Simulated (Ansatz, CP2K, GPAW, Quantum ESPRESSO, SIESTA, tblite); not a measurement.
# Twisted graphene monolayer on bilayer, 77.90° (186 atoms) in SIESTA, part 2 of 2

How do the settings of SIESTA change the result for twisted graphene monolayer on bilayer, 77.90° (186 atoms)? A plane-wave run serves as the yardstick.

Program: SIESTA 5.4.2; the method stands at each step. Banners, paths, timers and routine set-up lines are dropped from the logs unmarked, and long logs keep their key lines alone; longer cuts are marked. The potentials were converted by us to PSML.

So far. Step 2 (PBE, DZP, shift 0.01 Ry, mesh 300 Ry): Forces lie 12 % from the reference's, at 0.12 times its CPU time. Step 3 (PBE, SZ, shift 0.01 Ry, mesh 300 Ry): Against the first run (12 %), the force difference from the reference is 39 %, at 0.17 times the CPU time (on 1 against 4 cores), with 744 basis functions against 2418: the smaller basis costs accuracy.

## Step 4: PBE, DZ, shift 0.01 Ry, mesh 300 Ry

Method: Kohn-Sham DFT, PBE, PseudoDojo 0.4.1 norm-conserving pseudopotentials (converted to PSML), numerical atomic orbitals (DZ), diagonalisation.

The input, input.fdf:

```
SystemLabel cell
NumberOfAtoms 186
NumberOfSpecies 1
%block ChemicalSpeciesLabel
  1 6 C
%endblock ChemicalSpeciesLabel
LatticeConstant 1.0 Ang
%block LatticeVectors
  13.69670 0.00000 0.00000
  -6.84835 11.86169 0.00000
  0.00000 0.00000 20.69000
%endblock LatticeVectors
PAO.BasisSize DZ
PAO.EnergyShift 0.01 Ry
XC.Functional GGA
XC.Authors PBE
MeshCutoff 300 Ry
%block kgrid_Monkhorst_Pack
  1 0 0 0.0
  0 1 0 0.0
  0 0 1 0.0
%endblock kgrid_Monkhorst_Pack
SolutionMethod diagon
OccupationFunction FD
ElectronicTemperature 580 K
SCF.Mixer.Method Pulay
SCF.Mixer.Weight 0.05
SCF.Mixer.History 8
SCF.Mix Hamiltonian
MaxSCFIterations 300
SCF.DM.Tolerance 1e-04
SCF.H.Tolerance 1.0e-3 eV
WriteForces T
Write.HirshfeldPop T
Write.VoronoiPop T
Write.DM F
Write.H F
XML.Write F
AtomicCoordinatesFormat Fractional
%block AtomicCoordinatesAndAtomicSpecies
[... 186 atom lines left out: the same atoms as in the first run ...]
%endblock AtomicCoordinatesAndAtomicSpecies
```

The run is started by

```bash
$ OMP_NUM_THREADS=1 mpirun -np 2 siesta < input.fdf > output.txt
```

Log:

```text
Version         : 5.4.2
reinit: System Name:
reinit: System Label: cell
initatom: Reading input for the pseudopotentials and atomic orbitals ----------
Species number:   1 Atomic number:    6 Label: C
Ground state valence configuration (from tables):   2s02  2p02  3d00  4f00
---- Processing specs for species: C
GGA--PBE XC_GGA_X_PBE--XC_GGA_C_PBE pb
C pseudopotential only contains V_ls up to l=1 -- lmxkb reset.
Using PAO.SplitTailNorm
%block ChemicalSpeciesLabel
    1    6 C                       # Species index, atomic number, species label
[... lines left out ...]
stepf: Fermi-Dirac step function
        iscf     Eharris(eV)        E_KS(eV)     FreeEng(eV)     dDmax    Ef(eV) dHmax(eV)
[... lines left out ...]
SCF Convergence by DM+H criterion
[... lines left out ...]
SCF cycle converged after 12 iterations
[... lines left out ...]
   Max   11.050976
[... lines left out ...]
   Max   11.050976    constrained
Stress tensor Voigt[x,y,z,yz,xz,xy] (kbar):      -95.56      -93.01       -7.81        0.08        0.14        2.12
[... lines left out ...]
siesta: FreeEng =    -30393.471510
[... lines left out ...]
siesta:         Corr. =    -949.046024
siesta:   Exch.-corr. =  -10872.704488
siesta:  Ion-electron = -333924.816188
siesta:       Ion-ion =  135958.359718
siesta:         Total =  -30393.471510
siesta:         Fermi =      -4.200920
siesta: Stress tensor (static) (eV/Ang**3):
siesta:    -0.059641    0.001323    0.000090
siesta:     0.001323   -0.058050    0.000050
siesta:     0.000090    0.000050   -0.004877
siesta: Cell volume =       3361.421735 Ang**3
siesta: Pressure (static):
siesta:                Solid            Molecule  Units
siesta:           0.00044498          0.00054464  Ry/Bohr**3
siesta:           0.04085604          0.05000660  eV/Ang**3
siesta:          65.45858885         80.11940474  kBar
    Orbital volume contribution        =          47.477578 eV
    (Free)E + p_basis*V_orbitals       =      -30345.993932 eV
    (Free)Eharris+ p_basis*V_orbitals  =      -30345.993934 eV
siesta: Electric dipole (a.u.)  =   -0.000000    0.000000    0.009847
siesta: Electric dipole (Debye) =   -0.000000    0.000000    0.025028
Hirshfeld Atomic Populations:
Atom #   charge [q] valence [e]  Species
     1    -0.000151    4.000151  C
     2    -0.001159    4.001159  C
     3     0.001811    3.998189  C
[...]
--------------------
 Total    -0.000022
Voronoi Atomic Populations:
Atom #   charge [q] valence [e]  Species
[...]
185    -0.002806    4.002806  C
   186     0.003846    3.996154  C
--------------------
 Total    -0.000022
```

The job ended after 77 s (2 MPI ranks of Arm Neoverse V1, shared host; peak memory 1.3 GiB).

Numbers from this run, and their distance from the reference:

```
r.m.s. force component                  : 2.148 eV/Å
r.m.s. difference of force components   : 297.5 meV/Å
longest difference of force vectors     : 1836 meV/Å
force difference over r.m.s. force      : 15.95 %
slope of forces against the reference's : 1.15
correlation of force components         : 0.9989
```

This is a coarse setting, run to see what it loses.

Against the first run (12 %), the force difference from the reference is 16 %, at 0.30 times the CPU time (on 2 against 4 cores), with 1488 basis functions against 2418: the smaller basis costs accuracy.

## Step 5: The ladder

Differences are against the plane-wave reference, forces as r.m.s. over components; share is that over the reference's r.m.s. force, slope the least-squares factor from reference forces to these. Total energies of different programs have different zeros and aren't compared.

| run | Δ force, r.m.s. (meV/Å) | share (%) | slope | cores | CPU time | memory (GiB) |
| --- | --- | --- | --- | --- | --- | --- |
| reference | - | - | - | 4 | 72 min | 14 |
| SIESTA PBE, DZP, shift 0.01 Ry, mesh 300 Ry | 229 | 12.3 | 1.107 | 4 | 8.5 min | 2.5 |
| SIESTA PBE, SZ, shift 0.01 Ry, mesh 300 Ry (coarse) | 721 | 38.6 | 1.329 | 1 | 85 s | 0.9 |
| SIESTA PBE, DZ, shift 0.01 Ry, mesh 300 Ry (coarse) | 298 | 15.9 | 1.150 | 2 | 2.6 min | 1.3 |

Rows marked coarse were listed beforehand as settings not expected to be converged; some can still land near the reference.

CPU time is summed over cores on a shared host, where runs went side by side, so it is rough. Symmetry, cutoffs, thresholds, outputs and thread counts weren't matched or tuned between programs; memory under MPI is the largest rank's times the ranks.

## Step 6: Summary of results

```yaml
nearest_in_forces: SIESTA PBE, DZP, shift 0.01 Ry, mesh 300 Ry, 12 %
its_cpu_time: 8.5 min
```

In words: The PBE run in local orbitals, coarse settings apart, differs by 12 % (SIESTA PBE, DZP, shift 0.01 Ry, mesh 300 Ry); basis, grid and potentials can all enter. Runs with settings chosen to be coarse differ by 16 % (SIESTA PBE, DZ, shift 0.01 Ry, mesh 300 Ry) to 39 % (SIESTA PBE, SZ, shift 0.01 Ry, mesh 300 Ry), their programs' other errors included. Of the electronic-structure runs that take under half the reference's CPU time, SIESTA PBE, DZP, shift 0.01 Ry, mesh 300 Ry comes nearest, at 12 % in 8.5 min against 72 min. SIESTA PBE, SZ, shift 0.01 Ry, mesh 300 Ry stiffens the forces by a factor of 1.33 while following their directions (correlation 0.988); the slopes of the 3 SIESTA runs lie between 1.11 and 1.33. The reference's PBE has no dispersion term, which matters for the binding between molecules or layers. One k-point is far too coarse for the carbon or group-IV sheet, and it can put spurious forces of up to about 1 eV/Å on the sheet's atoms. The electronic-structure runs sample only Γ, in a cell whose shortest periodic width is 12 Å.

[Also dropped from logs without a mark: logging warnings of Python, and SIESTA's first energy breakdown and zero terms.]

[Logs are printed without paths, hosts, clocks, repeated set-up lines and the standing remarks that a program may print on its own settings, such as how far it seeks lower states.]

[Hosts, paths, dates, database ids (printed as entryN), source tags and the programs' standing remarks are cut or masked in the printed files.]
